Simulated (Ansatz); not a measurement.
# SiC (Moissanite 3C, F-43m): phonons and vibrational spectra, part 2 of 2

Aim: the vibrations of SiC (Moissanite 3C, F-43m), their spectra, and whether the structure is stable.

Ansatz 0.2.0; DFT LDA, scalar-relativistic, plane waves, PAW; PAW set soft_1.

So far, highest frequency on the path or at a solved wavevector (cm⁻¹): step 5 (phonons on a q mesh) 973. The relaxed cell has a = 4.329 Å (conventional setting).

### 6. The same by displaced supercells

Finite displacements in a 2×2×2 supercell give force constants from forces alone. They are exact at the wavevectors that the supercell holds, where they check the linear-response result.

Input file input.yaml:

```yaml
crystal:
  lattice:
    - [0.0, 2.164534131, 2.164534131]
    - [2.164534131, 0.0, 2.164534131]
    - [2.164534131, 2.164534131, 0.0]
  atoms:
    - { symbol: Si, position: [0.0, 0.0, 0.0] }
    - { symbol: C, position: [0.25, 0.25, 0.25] }
kpoints:
  mp_grid: { grid: [12, 12, 12] }
hamiltonian:
  xc: lda
  pseudopotentials: { kind: paw, azcp: { folder: soft_1 }, xc_functional: pbe }
scf:
  occupations: { method: fixed }
output:
  eigenvalues: true
phonons:
  method: fd
  supercell: [2, 2, 2]
  temperatures: { t_max: 1000, t_step: 50 }
  qpath:
    path:
      - [[0.0, 0.0, 0.0], [-0.5, -0.5, 0.0], [-0.375, -0.375, 0.25]]
      - [[-0.375, 0.0, 0.375], [0.0, 0.0, 0.0], [0.0, 0.0, 0.5], [-0.5, -0.25, 0.25], [-0.5, -0.5, 0.0]]
    npoints: 10
  non_analytic_term:
    high_frequency_dielectric_tensor: [[6.9206, 0.0, 0.0], [0.0, 6.9206, 0.0], [0.0, 0.0, 6.9206]]
    born_effective_charges:
      - { species: Si, tensor: [[2.7312, 0.0, 0.0], [0.0, 2.7312, 0.0], [0.0, 0.0, 2.7312]] }
      - { species: C, tensor: [[-2.7312, 0.0, 0.0], [0.0, -2.7312, 0.0], [0.0, 0.0, -2.7312]] }
    source: "zone-centre run at this cell"
```

Command:

```console
ansatz run input.yaml --threads 8 --pin off --max-ram 16384MiB --backend cpu --events-out ev --progress --plain --runs-dir out
```

Wall time 7.2 s (8 threads of Intel Xeon at 2.60GHz (Ice Lake), shared host); peak memory 0.78 GiB.

This step gave:

```yaml
atoms_in_the_supercell: 16
sum_rule_residual_before_enforcement: 1.89e-4 eV/Å²
```

Interpolated from a 2×2×2 supercell, rough between the solved points, with the LO-TO term (at Γ the limit along the path; where Γ stands inside the path, tables give the limit on arrival). Phonon branches along the path, in cm⁻¹:

| point | branch 1 | branch 2 | branch 3 | branch 4 | branch 5 | branch 6 |
| --- | --- | --- | --- | --- | --- | --- |
| Γ | 0 | 0 | 0 | 798 | 798 | 973 |
| halfway | 252 | 252 | 409 | 781 | 781 | 921 |
| X | 365 | 365 | 635 | 767 | 767 | 830 |
| halfway | 359 | 399 | 618 | 767 | 771 | 824 |
| U | 339 | 465 | 575 | 768 | 774 | 815 |
| jump to K | 339 | 465 | 575 | 768 | 774 | 815 |
| halfway | 206 | 310 | 425 | 782 | 788 | 898 |
| Γ | 0 | 0 | 0 | 798 | 798 | 973 |
| halfway | 181 | 181 | 402 | 786 | 786 | 924 |
| L | 260 | 260 | 616 | 772 | 772 | 840 |
| halfway | 310 | 398 | 580 | 772 | 782 | 817 |
| W | 392 | 467 | 551 | 768 | 778 | 806 |
| halfway | 378 | 406 | 603 | 768 | 773 | 818 |
| X | 365 | 365 | 635 | 767 | 767 | 830 |

Tetrahedra on a 26×26×26 mesh, mean over bins of 10 cm-1. Interpolated from a 2×2×2 supercell, rough between the solved points. Table of phonon density of states by wavenumber; read off at these points:

wavenumber (cm⁻¹), phonon density of states (1/cm⁻¹/cell) and a bar:
```
        5     0.0000 
       35     0.0001 
       75     0.0003 
      105     0.0007 
      135     0.0011 
      175     0.0021 #
      205     0.0032 #
      235     0.0050 ##
      275     0.0094 ###
      305     0.0099 ###
      335     0.0104 ###
      355     0.0108 ###
      375     0.0079 ##
      405     0.0056 ##
      435     0.0057 ##
      475     0.0043 #
      505     0.0029 #
      545     0.0080 ##
      565     0.0118 ####
      575     0.0087 ###
      605     0.0033 #
      645     0.0000 
      675     0.0000 
      705     0.0000 
      745     0.0000 
      775     0.0972 ##############################
      805     0.0026 #
      815     0.0206 ######
      845     0.0083 ###
      875     0.0049 ##
      905     0.0036 #
      945     0.0021 #
      975     0.0001
```

At Γ the two methods differ by at most 0.0 cm⁻¹.

### 7. Outcome

```json
{
 "space group after relaxation (within 0.01 Å)": "F-43m",
 "volume per atom": "10.1 Å³",
 "gap on the k-mesh": "1.30 eV",
 "highest optical mode at the zone centre (no LO-TO term)": "798 cm⁻¹",
 "top of the zone-centre spectrum with the field": "973 cm⁻¹",
 "lowest optical zone-centre mode": "798 cm⁻¹",
 "mean high-frequency dielectric constant": "6.92",
 "mean static dielectric constant": "10.3",
 "largest Born charge (third of the trace)": "2.73 e",
 "lowest mode on the q mesh (acoustic modes at Γ apart)": "196 cm⁻¹",
 "highest frequency on the path or at a solved wavevector": "973 cm⁻¹",
 "zero-point energy per atom": "111 meV",
 "heat capacity at 300 K": "13.4 J/(mol atoms K)",
 "vibrational entropy at 300 K": "8.45 J/(mol atoms K)",
 "Debye temperature (second moment)": "1190 K",
 "imaginary modes on the 4×4×4 q mesh": "none"
}
```

**Reading.** The structure is a minimum as far as tested: no mode is imaginary at the 8 irreducible wavevectors of the 4×4×4 mesh, and the softest away from the acoustic zeros lies at 196 cm⁻¹. Without the field, the optical modes at Γ form one degenerate level at 798 cm⁻¹. The highest mode in this list at Γ, 797.8 cm⁻¹, is mostly motion of C (70 % of the kinetic energy). With the macroscopic field of the longitudinal modes the top of the zone-centre spectrum lies at 973 cm⁻¹, against 798 cm⁻¹ without it. Lattice motion raises the mean dielectric constant from 6.921 to 10.30. The strongest infrared line is at 798 cm⁻¹. On the path and the mesh, the widest gap between branches runs from 635 to 745 cm⁻¹. Finite displacements and linear response differ by 0.0 cm⁻¹ in the highest zone-centre mode. The program warns that the interpolation holds no quadrupole term, so branches close to Γ can be off in this crystal. The PAW files were made for PBE and serve the other functionals too. These are harmonic frequencies at zero temperature: anharmonic shifts, linewidths and thermal expansion are left out.

Calculation against experiment:

| quantity | measured | LDA, PAW; PAW set soft_1 |
| --- | --- | --- |
| lattice constant a (Å) | 4.357 | 4.329 (-0.6 %) |
| band gap (least gap) (eV) | 2.4 | 1.30 (-1.10 eV) |
| ε∞ (mean of the tensor) | 6.49 | 6.92 (+6.6 %) |
| Raman mode, TO, upper component of the … (cm⁻¹) | 794.3 | 798 (+0.4 %) |
| infrared mode, TO at Gamma (cm⁻¹) | 797.5 | 798 (+0.0 %) |

Measured values from arxiv:1210.3244 (2012), pmc:7200658 (2020), arxiv:astro-ph/9903031 (1999), pmc:10585298 (2023) and arxiv:0803.1210 (2008).

How well it matches: The lattice constant a is off by -0.6 %: good agreement. The band gap is off by -1.10 eV: a clear miss. Local and semilocal functionals usually give gaps below the measured ones. Zero-point and thermal motion shift the measured gap. The ε∞ is off by +6.6 %: good agreement. The Raman mode is off by +0.4 %: good agreement. The infrared mode matches within 0.05 %: good agreement. The grades are ours: good and fair within 0.7 and 1.5 % for the lattice constant a, 7 and 18 % for the ε∞, 3 and 7 % for the Raman mode and 3 and 7 % for the infrared mode. Zero-point motion and thermal expansion (measured at up to 292 K) are not in the computed lattice constants, Raman mode and infrared mode.

[Logs are printed without paths, hosts, clocks, repeated set-up lines and the standing remarks that a program may print on its own settings, such as how far it seeks lower states.]

[Hosts, paths, dates, database ids (printed as entryN), source tags and the programs' standing remarks are cut or masked in the printed files.]
